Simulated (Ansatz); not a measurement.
# What KTaTe3 (built on the sites of a database entry of KTaO3) distorts into, part 2 of 2

Wanted: the energy along a soft mode of KTaTe3 (built on the sites of a database entry of KTaO3) and the structure at the end.

Ansatz 0.2.0; DFT PBEsol, scalar-relativistic, plane waves, PAW.

So far, highest frequency on the path or at a solved wavevector (cm⁻¹): step 2 (the dispersion) 209. Also lowest frequency on the path (cm⁻¹): step 2 -32.5.

The structure was built from a prototype and need not be the compound's stable phase.

## Step 6: Relaxation from the frozen mode

Starting from the lowest point found, all atoms and the cell are let go, so that strain and other modes of the same symmetry can join in.

Input file input.yaml:

```yaml
crystal:
  lattice:
    - [5.4478105987, 5.4478105987, 0.0]
    - [5.4478105987, 0.0, 5.4478105987]
    - [5.4478105987, 0.0, -5.4478105987]
  atoms:
    - { symbol: K, position: [0.5, 0.25, 0.75] }
    - { symbol: K, position: [0.5, 0.75, 0.25] }
    - { symbol: Ta, position: [0.0, 0.0, 0.0] }
    - { symbol: Ta, position: [0.0, 0.5, 0.5] }
    - { symbol: Te, position: [0.0, 0.25, 0.25] }
    - { symbol: Te, position: [0.0, 0.75, 0.75] }
    - { symbol: Te, position: [0.5, 0.8050679937, 0.6949320063] }
    - { symbol: Te, position: [0.5, 0.1949320063, 0.3050679937] }
    - { symbol: Te, position: [-0.1101359875, 0.3050679937, 0.8050679937] }
    - { symbol: Te, position: [0.1101359875, 0.6949320063, 0.1949320063] }
kpoints:
  mp_grid: { grid: [8, 8, 8] }
hamiltonian:
  xc: pbesol
scf:
  occupations: { method: methfessel_paxton, width: 0.2 }
output:
  forces: true
  stress: true
  eigenvalues: true
  write_density: true
  write_potential: true
  elf: true
  volumetric_format: npy
relax:
  adjacent_minimum: "off"
  f_tol: 0.002
  max_steps: 120
  cell: { stress_tol: 0.03 }
```

Command:

```sh
$ ansatz run input.yaml --threads 8 --pin off --max-ram 14336MiB --backend cpu --events-out ev --progress --plain --runs-dir out
```

Numbers of over 12 decimals in the logs are rounded to 6 here.

What it wrote:

```text
[...]
Crystal: 10 atoms, lattice volume = 323.367 Å³
Basis set: ecut = 420 eV, 6303 PW (Γ), exchange–correlation on 108×108×108 points (8 copies of the dense FFT grid, shifted against one another)
Bands: 84, of which v1, the nominal top of the filled ones, is band 70 counted from 1 (69 counted from 0)
Symmetry: 16 space group operations
[...]
k-points: 59 of 512
[...]
SCF iter   1: F=—  HF=-64057.481277 eV  |F-HF|=—  |Δ(HF+E_count)|=         —  Δρ=2.68e-3  dr2=2.12e-2  ethr=1.77e-3  ⟨swp⟩=6.9  Hψ=21041  notcnv=0
[...]
SCF iter   6: F=-64057.478543 eV  HF=-64057.478543 eV  |F-HF|=2.78e-8  |Δ(HF+E_count)|=   1.55e-7  S|Δr|=    0.00e0  Δρ=3.23e-6  dr2=5.60e-8  ethr=7.14e-11  ⟨swp⟩=16.8  Hψ=40662  notcnv=0
SCF 1 converged in 6 iterations: F = -64057.478543 eV  dr2 = 5.60e-8
[...]
relax step   1: F+E_penalty+E_count = -64057.47854296 eV  Δ(F+E_penalty+E_count) = +0.000e0 eV  max|allowed force component| = 1.501e-2 eV/Å  Δτ_max = 0.0000 Å  P = -1.520 GPa  Ω = 323.367 Å³  (6 SCF iters, dr2 threshold 1.00e-7 eV, accepted)
Crystal: 10 atoms, lattice volume = 308.934 Å³
Basis set: ecut = 420 eV, 6011 PW (Γ), exchange–correlation on 108×108×108 points (8 copies of the dense FFT grid, shifted against one another)
[...]
SCF iter   6: F=-64057.648883 eV  HF=-64057.648883 eV  |F-HF|=1.14e-7  |Δ(HF+E_count)|=   1.27e-6  S|Δr|=    0.00e0  Δρ=8.12e-6  dr2=2.23e-7  ethr=7.14e-10  ⟨swp⟩=14.9  Hψ=41476  notcnv=0
SCF 2 converged in 6 iterations: F = -64057.648883 eV  dr2 = 2.23e-7
  Residual-converged pass: ⟨swp⟩=1.0  Hψ=5192  notcnv=0  max |occ|·‖R‖ = 7.0e-9 eV (tolerance 1.0e-8 eV)  dr2=2.23e-7  dr2_onsite=1.50e-8  max |Δocc| = 6.8e-11
[...]
relax step   2: F+E_penalty+E_count = -64057.64888305 eV  Δ(F+E_penalty+E_count) = -1.703e-1 eV  max|allowed force component| = 2.168e-1 eV/Å  Δτ_max = 0.0505 Å  P = +0.484 GPa  Ω = 308.934 Å³  energy of the carried Pulay correction = +2.083e-3 eV  (6 SCF iters, dr2 threshold 1.00e-6 eV, accepted)
Crystal: 10 atoms, lattice volume = 301.646 Å³
Basis set: ecut = 420 eV, 5955 PW (Γ), exchange–correlation on 108×108×108 points (8 copies of the dense FFT grid, shifted against one another)
[...]
SCF iter   6: F=-64057.826433 eV  HF=-64057.826433 eV  |F-HF|=2.70e-7  |Δ(HF+E_count)|=   4.08e-7  S|Δr|=    0.00e0  Δρ=1.44e-5  dr2=4.43e-7  ethr=7.14e-10  ⟨swp⟩=13.8  Hψ=42365  notcnv=0
SCF 3 converged in 6 iterations: F = -64057.826433 eV  dr2 = 4.43e-7
relax step   3: F+E_penalty+E_count = -64057.82643292 eV  Δ(F+E_penalty+E_count) = -1.775e-1 eV  max|allowed force component| = 1.519e-1 eV/Å  Δτ_max = 0.1953 Å  P = +0.491 GPa  Ω = 301.646 Å³  energy of the carried Pulay correction = +3.171e-3 eV  (6 SCF iters, dr2 threshold 1.00e-6 eV, accepted)
[...]
relax step   4: F+E_penalty+E_count = -64057.84537656 eV  Δ(F+E_penalty+E_count) = -1.894e-2 eV  max|allowed force component| = 3.001e-1 eV/Å  Δτ_max = 0.1951 Å  P = +0.113 GPa  Ω = 297.249 Å³  energy of the carried Pulay correction = +3.840e-3 eV  (9 SCF iters, dr2 threshold 1.00e-6 eV, accepted)
[...]
relax step   5: F+E_penalty+E_count = -64057.87774631 eV  Δ(F+E_penalty+E_count) = -3.237e-2 eV  max|allowed force component| = 1.007e-1 eV/Å  Δτ_max = 0.1278 Å  P = -0.279 GPa  Ω = 303.271 Å³  energy of the carried Pulay correction = +2.926e-3 eV  (6 SCF iters, dr2 threshold 1.00e-6 eV, accepted)
[...]
relax step   6: F+E_penalty+E_count = -64057.88952740 eV  Δ(F+E_penalty+E_count) = -1.178e-2 eV  max|allowed force component| = 8.588e-3 eV/Å  Δτ_max = 0.0462 Å  P = +0.044 GPa  Ω = 299.979 Å³  energy of the carried Pulay correction = +3.424e-3 eV  (7 SCF iters, dr2 threshold 6.34e-7 eV, accepted)
[...]
relax step   7: F+E_penalty+E_count = -64057.88955286 eV  Δ(F+E_penalty+E_count) = -2.546e-5 eV  max|allowed force component| = 7.532e-3 eV/Å  Δτ_max = 0.0003 Å  P = -0.045 GPa  Ω = 300.372 Å³  energy of the carried Pulay correction = +3.364e-3 eV  (6 SCF iters, dr2 threshold 1.85e-8 eV, accepted)
[...]
relax step   8: F+E_penalty+E_count = -64057.88963922 eV  Δ(F+E_penalty+E_count) = -8.636e-5 eV  max|allowed force component| = 1.001e-3 eV/Å  Δτ_max = 0.0010 Å  P = +0.007 GPa  Ω = 300.156 Å³  energy of the carried Pulay correction = +3.397e-3 eV  (5 SCF iters, dr2 threshold 1.04e-8 eV, accepted)
[...]
SCF iter   7: F=-64057.887490 eV  HF=-64057.887490 eV  |F-HF|=7.28e-12  |Δ(HF+E_count)|=  4.37e-11  S|Δr|=    0.00e0  Δρ=2.84e-8  dr2=2.18e-12  ethr=1.00e-12  ⟨swp⟩=9.3  Hψ=26677  notcnv=0
SCF 9 converged in 7 iterations: F = -64057.887490 eV  dr2 = 2.18e-12
relax step   9: F+E_penalty+E_count = -64057.88749004 eV  Δ(F+E_penalty+E_count) = +2.149e-3 eV  max|allowed force component| = 1.052e-3 eV/Å  Δτ_max = 0.0000 Å  P = +0.000 GPa  Ω = 300.156 Å³  stress off target by 1.29e-2 GPa  SCF on the basis re-selected at this cell (its energy is not comparable with the rows above)  (7 SCF iters)
basis re-selected at this cell: Δ(F+E_penalty+E_count) = +2.149e-3 eV, ΔP = -0.006 GPa vs the last step (what re-selecting the basis moved, of the pressure what is left beyond the Pulay correction that the steps carried, after the strain that the cell walked since its last selection, with what the two solves' SCF thresholds leave and, on support functions, any second-order correction that the steps lacked; it is no m [...]
SCF converged after 7 iterations
[...]
Free energy (F): -64057.887490 eV
[...]
Internal energy: -64057.899523 eV  (E = F + TS)
E sigma→0 (E₀):  -64057.890498 eV
Entropy (-TS):   0.012033 eV (1.203 meV/atom)
Fermi energy:    9.065833 eV
[...]
--- Forces (eV/Å), atoms counted from 1 ---
  atom   1  K      0.00000000     0.00000000     0.00000000
  atom   2  K      0.00000000    -0.00000000     0.00000000
  atom   3  Ta     0.00000000    -0.00000000     0.00000000
  atom   4  Ta     0.00000000    -0.00000000    -0.00000000
  atom   5  Te     0.00000000    -0.00000000    -0.00000000
  atom   6  Te     0.00000000     0.00000000     0.00000000
  atom   7  Te     0.00000000     0.00000000     0.00105160
  atom   8  Te     0.00000000     0.00000000    -0.00105160
  atom   9  Te     0.00000000    -0.00105160     0.00000000
  atom  10  Te     0.00000000     0.00105160     0.00000000
  max |Σ_I F_I| component: 1.30e-18 eV/Å
--- Stress (GPa, compression-positive) ---
        0.012898      -0.000000       0.000000
       -0.000000      -0.005961       0.000000
        0.000000       0.000000      -0.005961
  P = ⅓ Tr σ = 0.0003 GPa (0.003 kbar)
--- Band table (eV; the first three rows and the last of 59) ---
  k-point 0: bands = [... 66 lower, 8.2030, 8.6566, 8.7320, 9.4424, 9.5283, 9.5283, 9.7351, 9.7351, ... 10 higher]
  k-point 1: bands = [... 66 lower, 8.5110, 8.5602, 8.7215, 9.0834, 9.4482, 9.4585, 9.7357, 10.1142, ... 10 higher]
  k-point 2: bands = [... 66 lower, 8.3258, 8.5980, 8.7861, 8.8620, 9.3627, 9.3694, 9.8751, 10.4143, ... 10 higher]
  k-point 58: bands = [... 66 lower, 7.5009, 7.5009, 8.7386, 9.3934, 9.6920, 9.6920, 10.0364, 10.3492, ... 10 higher]
--- Relaxed structure (8 steps of the walk, 8 accepted, 1 SCFs on fresh bases) ---
  F+E_penalty+E_count = -64057.88749004 eV   max|allowed force component| = 1.052e-3 eV/Å   (the final SCF, on the basis selected at the relaxed cell)
  cell:  # Å, volume = 300.1563 Å³
    - [5.722970, 5.120920, 0]
    - [5.722970, 0, 5.120920]
    - [5.722970, 0, -5.120920]
  atoms:
    - { symbol: K, position: [0.500000, 0.250000, 0.75] }
    - { symbol: K, position: [0.500000, 0.75, 0.250000] }
    - { symbol: Ta, position: [-2.547406440878486e-19, -1.930456443478229e-19, 4.477862884356713e-19] }
    - { symbol: Ta, position: [-2.547406440878484e-19, 0.5, 0.5] }
    - { symbol: Te, position: [-2.547406440878479e-19, 0.25, 0.25] }
    - { symbol: Te, position: [-2.5474064408784886e-19, 0.75, 0.75] }
    - { symbol: Te, position: [0.500000, 0.837973, 0.662027] }
    - { symbol: Te, position: [0.500000, 0.162027, 0.337973] }
    - { symbol: Te, position: [-0.175947, 0.337973, 0.837973] }
    - { symbol: Te, position: [0.175947, 0.662027, 0.162027] }
```

Elapsed: 2.8 min, on 8 threads of Arm Neoverse V1, shared host; peak memory 2.2 GiB.

Relaxation path:

| step | energy less that of the first step (eV) | largest force component (eV/Å) | pressure (GPa) | volume (Å³) |
| --- | --- | --- | --- | --- |
| 1 | 0.0000 | 0.0150 | -1.52 | 323.37 |
| 2 | -0.1703 | 0.2168 | 0.48 | 308.93 |
| 3 | -0.3479 | 0.1519 | 0.49 | 301.65 |
| 4 | -0.3668 | 0.3001 | 0.11 | 297.25 |
| 5 | -0.3992 | 0.1007 | -0.28 | 303.27 |
| 6 | -0.4110 | 0.0086 | 0.04 | 299.98 |
| 7 | -0.4110 | 0.0075 | -0.04 | 300.37 |
| 8 | -0.4111 | 0.0010 | 0.01 | 300.16 |
| 9* | -0.4089 | 0.0011 | 0.00 | 300.16 |

Relaxation steps marked * repeat the geometry before them on a plane-wave basis chosen anew for their cell, so energy and pressure can jump there.

The run keeps the 16 symmetry operations that it works with, so distortions that break them were not tested.

| conventional cell, symmetrised | before | after | change |
| --- | --- | --- | --- |
| a (Å) | 7.704 | 7.242 | -6.0 % |
| b (Å) | 7.704 | 7.242 | -6.0 % |
| c (Å) | 10.896 | 11.446 | +5.1 % |
| volume (Å³/atom) | 32.34 | 30.02 | -7.2 % |

The atoms that moved most (Å, as changes of fractional coordinates times the final cell):

```csv
atom,dx,dy,dz,length
Te7,0.000,0.000,0.337,0.337
Te10,0.000,0.337,0.000,0.337
Te8,0.000,0.000,-0.337,0.337
Te9,0.000,-0.337,0.000,0.337
```

The relaxed structure:

```
K Ta Te
1.0
     5.72297    5.12092    0.00000
     5.72297    0.00000    5.12092
     5.72297    0.00000   -5.12092
K Ta Te
2 2 6
Direct
  0.50000 0.25000 0.75000
  0.50000 0.75000 0.25000
  0.00000 0.00000 0.00000
  0.00000 0.50000 0.50000
  0.00000 0.25000 0.25000
  0.00000 0.75000 0.75000
  0.50000 0.83797 0.66203
  0.50000 0.16203 0.33797
  0.82405 0.33797 0.83797
  0.17595 0.66203 0.16203
```

Numbers from this step:

```yaml
pressure: 3.25e-4 GPa
volume_per_atom: 30.02 Å³
```

Electrostatic potential energy in the ac plane of the conventional cell at fractional y = 0.000, with atoms of K and Ta and Te within 0.2 Å of it. With pseudopotentials it is smooth inside the atoms' cores, unlike the true potential.

Ten even steps from '_' (-42 eV) to '@' (13 eV), each cell a mean:
```
____==%%@@@@%%%%@@@@@@@@%%%%%%@@%%**::__
--++##@@@@@@@@@@@@@@@@@@@@@@@@@@@@%%**==
%%%%@@@@@@@@@@@@@@@@@@@@@@@@@@@@@@@@%%%%
##%%@@@@@@@@@@@@@@%%%%%%@@@@@@@@@@@@%%##
%%**##@@@@@@@@%%**==--++%%@@@@@@@@%%**##
@@@@**%%@@@@@@##--____..**%%@@@@@@**%%@@
@@%%**%%@@@@@@%%==..__::**@@@@@@@@####@@
****##@@@@@@@@@@##**++##%%@@@@@@@@%%****
%%%%@@@@@@@@@@@@@@@@@@@@@@@@@@@@@@@@@@%%
####%%@@@@@@@@@@@@@@@@@@@@@@@@@@@@@@%%##
..--**%%@@@@@@@@@@@@@@@@@@@@@@@@@@##==::
____==##@@%%%%%%@@@@@@@@%%%%%%@@%%**..__
____==%%@@@@%%%%@@@@@@@@%%%%%%@@%%**::__
--++##@@@@@@@@@@@@@@@@@@@@@@@@@@@@%%**==
%%%%@@@@@@@@@@@@@@@@@@@@@@@@@@@@@@@@%%%%
##%%@@@@@@@@@@@@@@%%%%%%@@@@@@@@@@@@%%##
%%**##@@@@@@@@%%**==--++%%@@@@@@@@%%**##
@@@@**%%@@@@@@##--____..**%%@@@@@@**%%@@
@@%%**%%@@@@@@%%==..__::**@@@@@@@@####@@
****##@@@@@@@@@@##**++##%%@@@@@@@@%%****
%%%%@@@@@@@@@@@@@@@@@@@@@@@@@@@@@@@@@@%%
####%%@@@@@@@@@@@@@@@@@@@@@@@@@@@@@@%%##
..--**%%@@@@@@@@@@@@@@@@@@@@@@@@@@##==::
____==##@@%%%%%%@@@@@@@@%%%%%%@@%%**..__
```
Columns run along a (7.2 Å; values clipped at the 3rd and 97th percentile), rows up along c (11.4 Å), edges of the conventional cell, whose origin can differ from the input's. Atoms in or near the plane, at fractional coordinates: K at (0.50, 0.75), K at (0.50, 0.25), Ta at (0.00, 0.00), Ta at (0.00, 0.50), Te at (0.00, 0.25), Te at (0.00, 0.75).

Valence density in the ac plane of the conventional cell at fractional y = 0.000, with atoms of K and Ta and Te within 0.2 Å of it. It is the smooth field of the valence electrons, not physical close to the nuclei.

Values in e/Å³, 13 rows by 16 columns, each cell a mean:
```
 3  2  0  0  0  0  0  0  0  0  0  0  0  0  1  3
 0  0  0  0  0  0  0  0  0  0  0  0  0  0  0  0
 5  2  0  0  0  0  1  2  2  1  0  0  0  0  1  4
10  3  0  0  0  0  1  3  3  2  0  0  0  0  1  7
 1  0  0  0  0  0  0  0  0  0  0  0  0  0  0  0
 2  1  0  0  0  0  0  0  0  0  0  0  0  0  1  2
 4  3  1  0  0  0  0  0  0  0  0  0  0  0  2  4
 1  1  0  0  0  0  0  0  0  0  0  0  0  0  0  1
 1  0  0  0  0  0  0  1  1  0  0  0  0  0  0  1
12  3  1  0  0  0  1  3  4  2  0  0  0  0  2  9
 3  1  0  0  0  0  0  1  2  1  0  0  0  0  1  2
 1  0  0  0  0  0  0  0  0  0  0  0  0  0  0  0
 4  2  0  0  0  0  0  0  0  0  0  0  0  0  1  3
```
Columns run along a (7.2 Å), rows up along c (11.4 Å), edges of the conventional cell, whose origin can differ from the input's. Atoms in or near the plane, at fractional coordinates: K at (0.50, 0.75), K at (0.50, 0.25), Ta at (0.00, 0.00), Ta at (0.00, 0.50), Te at (0.00, 0.25), Te at (0.00, 0.75).

ELF in the ac plane of the conventional cell at fractional y = 0.000, with atoms of K and Ta and Te within 0.2 Å of it. It is the smooth field of the valence electrons, not physical close to the nuclei.

Ten even steps from '0' (0.02) to '9' (0.86), each cell a mean:
```
57425666654566663266
64224566533466653135
43322333110123322234
66652000244310013666
34675003899961036753
01577117988993048630
02576106998982047641
45664002688740025765
66532110112101112566
32223454311245432223
76224666643566653247
37525666654566663375
57425666654566663266
64224566533466653135
43322233111123322234
66652000244310013666
34675003899961036753
01577117988993048630
02576106998982047641
45664002688740025765
66532110112101112566
32223454311245432223
76224666643566653246
27525666654566663374
```
Columns run along a (7.2 Å), rows up along c (11.4 Å), edges of the conventional cell, whose origin can differ from the input's. Atoms in or near the plane, at fractional coordinates: K at (0.50, 0.75), K at (0.50, 0.25), Ta at (0.00, 0.00), Ta at (0.00, 0.50), Te at (0.00, 0.25), Te at (0.00, 0.75).

The distorted start has space group I4/mcm; the relaxation ends in I4/mcm.

## Step 7: What came out

```json
{
 "unstable mode of the parent": "q = (-0.5, -0.5, -0.5), 32i cm⁻¹",
 "depth at the lowest point sampled": "33.3 meV/atom",
 "largest atomic shift at that point": "0.6 Å",
 "space group reached (within 0.01 Å)": "I4/mcm",
 "energy gained over the parent (first relaxation, on the mesh of the frozen mode)": "74.5 meV/atom",
 "volume per atom, phase reached": "30.0 Å³"
}
```

In words: Along this mode the structure falls into I4/mcm, 74.5 meV/atom below the parent. At the parent's cell the well is 33.31 meV/atom deep on the steps tried, with its lowest point at a shift of 0.6 Å. That is the last step tried, so the steps alone don't bracket the bottom of the well. Relaxing atoms and cell changes the gain by +41.20 meV/atom against the lowest step (energies at zero smearing). The modes of the phase reached were not computed on this path. Of the 4 patterns followed to their end from this parent, this one reaches the lowest energy. Each path keeps the symmetry of its pattern, so a lower phase may lie along a pattern not tried. With no gap, or one that is small against the smearing, the frequencies hang on the k mesh and the smearing, most of all near Kohn anomalies. Spin-orbit coupling is left out, which can matter for the heavy elements here. The starting cell was built on a prototype and not taken from a measurement, so the phase need not exist.

[Logs are printed without paths, hosts, clocks, repeated set-up lines and the standing remarks that a program may print on its own settings, such as how far it seeks lower states.]

[Hosts, paths, dates, database ids (printed as entryN), source tags and the programs' standing remarks are cut or masked in the printed files.]
